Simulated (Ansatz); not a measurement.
# Lattice dynamics of Sr2C (model cell, started as cuprite)

How does Sr2C (model cell, started as cuprite) vibrate, and is this structure a minimum?

Program: Ansatz 0.2.0. Level of theory: DFT PBE, scalar-relativistic, plane waves, PAW. Results are calculated unless marked as measured.

Most raw output is cut from this account.

The structure was built from a prototype and need not be the compound's stable phase.

### 1. The starting structure

It takes space group Pn-3m (No. 224, cubic). Conventional cell: a = 5.446 Å, b = 5.446 Å, c = 5.446 Å, α = 90.00°, β = 90.00°, γ = 90.00°. Nearest to C lie 4 Sr at 2.36 Å. Sr has 2 C at 2.36 Å nearest. Farther neighbours are not listed.

### 2. Rough relaxation

A rough relaxation comes first, because large forces or stress need no tight tolerances yet.

The input, input.yaml:

```yaml
crystal:
  lattice:
    - [5.44649, 0.0, 0.0]
    - [0.0, 5.44649, 0.0]
    - [0.0, 0.0, 5.44649]
  atoms:
    - { symbol: C, position: [0.0, 0.0, 0.0] }
    - { symbol: C, position: [0.5, 0.5, 0.5] }
    - { symbol: Sr, position: [0.25, 0.25, 0.25] }
    - { symbol: Sr, position: [0.75, 0.75, 0.25] }
    - { symbol: Sr, position: [0.75, 0.25, 0.75] }
    - { symbol: Sr, position: [0.25, 0.75, 0.75] }
kpoints:
  mp_grid: { grid: [4, 4, 4] }
hamiltonian:
  xc: pbe
scf:
  occupations: { method: gaussian, width: 0.1 }
output:
  forces: true
  stress: true
  eigenvalues: true
relax:
  adjacent_minimum: "off"
  f_tol: 0.05
  max_steps: 80
  cell: { stress_tol: 0.5 }
```

The run is started by

```bash
> ansatz run input.yaml --threads 8 --pin off --max-ram 14336MiB --backend cpu --events-out ev --progress --plain --runs-dir out
```

The job ended after 3 s (8 threads of Arm Neoverse V1, shared host; peak memory 0.6 GiB).

The steps of the relaxation:

| step | energy less that of the first step (eV) | largest force component (eV/Å) | pressure (GPa) | volume (Å³) |
| --- | --- | --- | --- | --- |
| 1 | 0.0000 | 0.0000 | 13.28 | 161.57 |
| 2 | -1.3472 | 0.0000 | 5.02 | 186.37 |
| 3 | -1.6924 | 0.0000 | 1.15 | 205.44 |
| 4 | -1.7164 | 0.0000 | 0.16 | 211.87 |
| 5* | -1.7705 | 0.0000 | 0.43 | 211.87 |

Relaxation steps marked * repeat the geometry before them on a plane-wave basis chosen anew for their cell, so energy and pressure can jump there.

The run keeps the 48 symmetry operations that it works with, so distortions that break them were not tested.

| conventional cell, symmetrised | before | after | change |
| --- | --- | --- | --- |
| a (Å) | 5.446 | 5.962 | +9.5 % |
| b (Å) | 5.446 | 5.962 | +9.5 % |
| c (Å) | 5.446 | 5.962 | +9.5 % |
| volume (Å³/atom) | 26.93 | 35.31 | +31.1 % |

The relaxed structure:

```cif
data_structure
_symmetry_space_group_name_H-M 'P 1'
_symmetry_Int_Tables_number 1
_cell_length_a 5.9616
_cell_length_b 5.9616
_cell_length_c 5.9616
_cell_angle_alpha 90.000
_cell_angle_beta 90.000
_cell_angle_gamma 90.000
_cell_volume 211.87
loop_
_atom_site_label
_atom_site_type_symbol
_atom_site_fract_x
_atom_site_fract_y
_atom_site_fract_z
_atom_site_occupancy
C1 C 0.00000 0.00000 0.00000 1
C2 C 0.50000 0.50000 0.50000 1
Sr3 Sr 0.25000 0.25000 0.25000 1
Sr4 Sr 0.75000 0.75000 0.25000 1
Sr5 Sr 0.75000 0.25000 0.75000 1
Sr6 Sr 0.25000 0.75000 0.75000 1
```

Numbers from this step:

| Quantity | Value |
| --- | --- |
| pressure | 0.4322 GPa |
| volume per atom | 35.31 Å³ |
| gap on the k-mesh | 0 eV |

In this step the volume went from 26.93 to 35.31 Å³/atom.

### 3. Bringing the structure to rest

The cell and atoms are relaxed, since residual forces and stress would shift the frequencies.

input.yaml: that of step 2 with these lines changed.

```diff
@@ -2,5 +2,5 @@
   lattice:
-    - [5.44649, 0.0, 0.0]
-    - [0.0, 5.44649, 0.0]
-    - [0.0, 0.0, 5.44649]
+    - [5.9615547859, 0.0, 0.0]
+    - [0.0, 5.9615547859, 0.0]
+    - [0.0, 0.0, 5.9615547859]
   atoms:
@@ -13,3 +13,3 @@
 kpoints:
-  mp_grid: { grid: [4, 4, 4] }
+  mp_grid: { grid: [6, 6, 6] }
 hamiltonian:
@@ -24,4 +24,4 @@
   adjacent_minimum: "off"
-  f_tol: 0.05
+  f_tol: 0.005
   max_steps: 80
-  cell: { stress_tol: 0.5 }
+  cell: { stress_tol: 0.05 }
```

It took 5.1 s on 8 threads; peak memory 0.69 GiB.

Step by step:

| step | energy less that of the first step (eV) | largest force component (eV/Å) | pressure (GPa) | volume (Å³) |
| --- | --- | --- | --- | --- |
| 1 | 0.0000 | 0.0000 | 0.42 | 211.87 |
| 2 | 0.0006 | 0.0000 | -0.34 | 217.72 |
| 3 | -0.0031 | 0.0000 | -0.01 | 215.05 |
| 4* | -0.0040 | 0.0000 | 0.00 | 215.05 |

Relaxation steps marked * repeat the geometry before them on a plane-wave basis chosen anew for their cell, so energy and pressure can jump there.

The run keeps the 48 symmetry operations that it works with, so distortions that break them were not tested.

| conventional cell, symmetrised | before | after | change |
| --- | --- | --- | --- |
| a (Å) | 5.962 | 5.991 | +0.5 % |
| b (Å) | 5.962 | 5.991 | +0.5 % |
| c (Å) | 5.962 | 5.991 | +0.5 % |
| volume (Å³/atom) | 35.31 | 35.84 | +1.5 % |

The relaxed structure:

```xyz
6
Lattice="5.9912 0.0000 0.0000 0.0000 5.9912 0.0000 0.0000 0.0000 5.9912" Properties=species:S:1:pos:R:3 pbc="T T T"
C     0.0000    0.0000    0.0000
C     2.9956    2.9956    2.9956
Sr    1.4978    1.4978    1.4978
Sr    4.4934    4.4934    1.4978
Sr    4.4934    1.4978    4.4934
Sr    1.4978    4.4934    4.4934
```

Numbers from this step:

* pressure: -2.60e-4 GPa
* volume per atom: 35.84 Å³

In this step the volume went from 35.31 to 35.84 Å³/atom.

### 4. Tight relaxation

Phonons need a cell at rest on their own settings, so the relaxation is repeated with tight tolerances on forces and stress, using the mesh and the filling of the phonon run that follows.

input.yaml: that of step 3 with these lines changed.

```diff
@@ -2,5 +2,5 @@
   lattice:
-    - [5.9615547859, 0.0, 0.0]
-    - [0.0, 5.9615547859, 0.0]
-    - [0.0, 0.0, 5.9615547859]
+    - [5.9912354486, 0.0, 0.0]
+    - [0.0, 5.9912354486, 0.0]
+    - [0.0, 0.0, 5.9912354486]
   atoms:
@@ -17,3 +17,3 @@
 scf:
-  occupations: { method: gaussian, width: 0.1 }
+  occupations: { method: methfessel_paxton, width: 0.15 }
 output:
@@ -24,4 +24,4 @@
   adjacent_minimum: "off"
-  f_tol: 0.005
-  max_steps: 80
-  cell: { stress_tol: 0.05 }
+  f_tol: 0.001
+  max_steps: 60
+  cell: { stress_tol: 0.01 }
```

The job ended after 2.6 s (8 threads; peak memory 0.69 GiB).

Little changed from the start: no atom moved by 0.005 Å and no cell edge by 0.1 %.

This step gave:

```yaml
pressure: -0.003013 GPa
```

The forces vanish by symmetry and the pressure is -0.003 GPa, within the tolerances set. The cell now holds 35.84 Å³/atom.

### 5. Linear response at the zone centre

The zone centre is the only wavevector solved here; it holds the modes that light can see, as far as symmetry allows. No field response is asked, since the mesh shows no gap.

input.yaml: that of step 4 with these lines changed.

```diff
@@ -19,9 +19,4 @@
 output:
-  forces: true
-  stress: true
   eigenvalues: true
-relax:
-  adjacent_minimum: "off"
-  f_tol: 0.001
-  max_steps: 60
-  cell: { stress_tol: 0.01 }
+phonons:
+  method: dfpt
```

The job ended after 23 s (8 threads; peak memory 1.8 GiB).

Numbers from this step:

```
sum-rule residual before enforcement                    : 6.59e-5 eV/Å²
point group                                             : m-3m
highest optical mode at the zone centre (no LO-TO term) : 320.0 cm⁻¹
lowest optical zone-centre mode                         : -91.88 cm⁻¹
```

Patterns of degenerate modes are one choice out of their space. The modes at Γ (shares of kinetic energy by element, %) (negative means imaginary):

| mode | frequency (cm⁻¹) | symmetry | C % | Sr % |
| --- | --- | --- | --- | --- |
| 1 | -91.9 | T1u | 22 | 78 |
| 2 | -91.9 | T1u | 22 | 78 |
| 3 | -91.9 | T1u | 22 | 78 |
| 4 | 0.0 | acoustic | 6 | 94 |
| 5 | 0.0 | acoustic | 6 | 94 |
| 6 | 0.0 | acoustic | 6 | 94 |
| 7 | 66.7 | T2u | 0 | 100 |
| 8 | 66.7 | T2u | 0 | 100 |
| 9 | 66.7 | T2u | 0 | 100 |
| 10 | 106.2 | Eu | 0 | 100 |
| 11 | 106.2 | Eu | 0 | 100 |
| 12 | 148.9 | A2u | 0 | 100 |
| 13 | 288.5 | T1u | 71 | 29 |
| 14 | 288.5 | T1u | 71 | 29 |
| 15 | 288.5 | T1u | 71 | 29 |
| 16 | 320.0 | T2g | 100 | 0 |
| 17 | 320.0 | T2g | 100 | 0 |
| 18 | 320.0 | T2g | 100 | 0 |

Displacements in mode 1 (-91.9 cm⁻¹), the largest set to 1:
```
C1   0.00  0.23 -1.00
C2   0.00  0.23 -1.00
Sr3 -0.26 -0.36  0.15
Sr4  0.42  0.33 -0.01
Sr5 -0.42  0.33 -0.01
Sr6  0.26 -0.36  0.15
```

Displacements in mode 15 (288.5 cm⁻¹), the largest set to 1:
```
C1   0.49  1.00 -0.24
C2   0.49  1.00 -0.24
Sr3 -0.11 -0.09 -0.14
Sr4 -0.17 -0.15  0.18
Sr5  0.10 -0.04  0.07
Sr6  0.05  0.01 -0.04
```

Before it was imposed, the acoustic sum rule was missed by 6.6e-5 eV/Å². Small misses are needed for a sound result but don't prove that mesh and cutoff are converged. The lowest optical mode is imaginary, 91.9i cm⁻¹, so the energy falls along it.

### 6. What came out

| Item | Value |
| --- | --- |
| space group after relaxation (within 0.01 Å) | Pn-3m |
| volume per atom | 35.8 Å³ |
| electronic character | no gap on this mesh |
| highest optical mode at the zone centre (no LO-TO term) | 320 cm⁻¹ |
| lowest optical zone-centre mode | -91.9 cm⁻¹ |
| imaginary modes at Γ (the only wavevector solved) | yes |

A zone-centre mode is imaginary (91.9i cm⁻¹), so this structure is not a minimum of the energy. The optical modes at Γ span -92 to 320 cm⁻¹ (negative means imaginary). The dispersion is not part of this account. The highest mode in this list at Γ, 320.0 cm⁻¹, is mostly motion of C (100 % of the kinetic energy). With no gap, or one that is small against the smearing, the frequencies hang on the k mesh and the smearing, most of all near Kohn anomalies. The starting cell was built on a prototype and not taken from a measurement, so the phase need not exist. These are harmonic frequencies at zero temperature: anharmonic shifts, linewidths and thermal expansion are left out.

[Logs are printed without paths, hosts, clocks, repeated set-up lines and the standing remarks that a program may print on its own settings, such as how far it seeks lower states.]

[Hosts, paths, dates, database ids (printed as entryN), source tags and the programs' standing remarks are cut or masked in the printed files.]
